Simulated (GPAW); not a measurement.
The S K edge of atom 1 in CSO (Cm), with 1 C at 1.56 Å (terminal, site symmetry m), was computed in 3 ways: excited-electron core hole (neutral cell), full core hole (charged cell) and no core hole. Program and functional: GPAW, LDA, Gaussian full width 0.9 eV up to 4 eV, rising linearly to 3.5 eV at 25 eV; cells of 3 and 12 atoms (the run without a hole in the smaller).

Each run is counted from its own lowest empty level or Fermi level and scaled to a mean of 1 over its first 20 eV.

```
E (eV)  run 1  run 2  run 3
  -2.0   0.00   0.00   0.00
  -1.5   0.00   0.00   0.00
  -1.0   0.12   0.05   0.02
  -0.5   1.69   0.92   0.40
   0.0   4.21   2.99   2.24
   0.5   1.98   2.51   3.07
   1.0   1.76   2.57   1.26
   1.5   5.42   3.04   0.49
   2.0   3.31   1.80   1.08
   2.5   0.41   0.82   1.59
   3.0   0.22   0.68   1.60
   3.5   0.28   0.85   1.93
   4.0   0.23   0.78   1.34
   4.5   0.29   0.93   1.09
   5.0   0.39   1.22   1.32
   5.5   0.45   1.14   1.29
   6.0   0.58   0.86   1.08
   6.5   0.84   0.68   0.89
   7.0   1.16   0.63   0.79
   7.5   1.24   0.70   0.79
   8.0   1.02   0.81   0.85
   8.5   0.76   0.88   0.90
   9.0   0.63   0.88   0.89
   9.5   0.62   0.84   0.90
  10.0   0.69   0.80   0.90
  10.5   0.75   0.78   0.88
  11.0   0.76   0.77   0.85
  11.5   0.74   0.76   0.84
  12.0   0.73   0.75   0.82
  12.5   0.73   0.74   0.80
  13.0   0.75   0.73   0.76
  13.5   0.76   0.72   0.72
  14.0   0.76   0.72   0.69
  14.5   0.76   0.72   0.68
  15.0   0.77   0.73   0.67
  15.5   0.79   0.73   0.67
  16.0   0.82   0.73   0.67
  16.5   0.85   0.73   0.68
  17.0   0.87   0.75   0.69
  17.5   0.89   0.78   0.72
  18.0   0.90   0.82   0.74
  18.5   0.91   0.86   0.77
  19.0   0.93   0.92   0.81
  19.5   0.96   0.97   0.85
  20.0   1.00   1.03   0.89
  20.5   1.04   1.08   0.94
  21.0   1.10   1.13   0.97
  21.5   1.15   1.16   1.00
  22.0   1.21   1.18   1.02
  22.5   1.26   1.20   1.04
  23.0   1.29   1.22   1.07
  23.5   1.31   1.22   1.09
  24.0   1.31   1.22   1.12
  24.5   1.29   1.20   1.14
  25.0   1.27   1.17   1.15
  25.5   1.23   1.12   1.15
  26.0   1.18   1.06   1.14
  26.5   1.13   1.00   1.12
  27.0   1.06   0.94   1.08
  27.5   0.99   0.87   1.04
  28.0   0.92   0.82   1.00
  28.5   0.86   0.77   0.96
  29.0   0.80   0.74   0.92
  29.5   0.75   0.71   0.88
  30.0   0.71   0.70   0.84
  30.5   0.68   0.70   0.82
  31.0   0.67   0.70   0.79
  31.5   0.66   0.70   0.78
  32.0   0.66   0.71   0.77
```

Question: Which run is which?

Run 1: full core hole (charged cell) (area from −2 to 6 eV 10.5, main maxima 0.0 eV (4.21), 1.6 eV (5.63), 7.4 eV (1.25) and 23.7 eV (1.31)). Run 2: excited-electron core hole (neutral cell) (area from −2 to 6 eV 10.4, main maxima 0.1 eV (3.14), 1.4 eV (3.12), 5.1 eV (1.24) and 23.6 eV (1.22)). Run 3: no core hole (area from −2 to 6 eV 9.6, main maxima 0.4 eV (3.20), 3.5 eV (1.93), 5.2 eV (1.34) and 9.8 eV (0.90)). With each curve scaled to its own mean, the area from −2 to 6 eV with the hole is 10.5 against 9.6, and the centre of weight from −1 to 20 eV moves by -0.5 eV (first and strongest maxima below 20 eV: 0.4 eV (3.20), 3.5 eV (1.93) and 5.2 eV (1.34) without the hole, 0.0 eV (4.21), 1.6 eV (5.63) and 7.4 eV (1.25) with it); the shape changes all the same, by 89 % r.m.s.

[Banner, clock and machine lines of the logs are left out without a mark of their own.]

[Logs are printed without paths, hosts, clocks, repeated set-up lines and the standing remarks that a program may print on its own settings, such as how far it seeks lower states.]

[Hosts, paths, dates, database ids (printed as entryN), source tags and the programs' standing remarks are cut or masked in the printed files.]

[Lists of maxima count a maximum above −3 eV only where it reaches 4 % of the highest in the window and stands out from its surroundings by 2 % of it (1.5 % where it reaches 55 %); shoulders and weaker maxima are passed over, and of the rest the first, up to two pre-edge ones and the few strongest are named.]
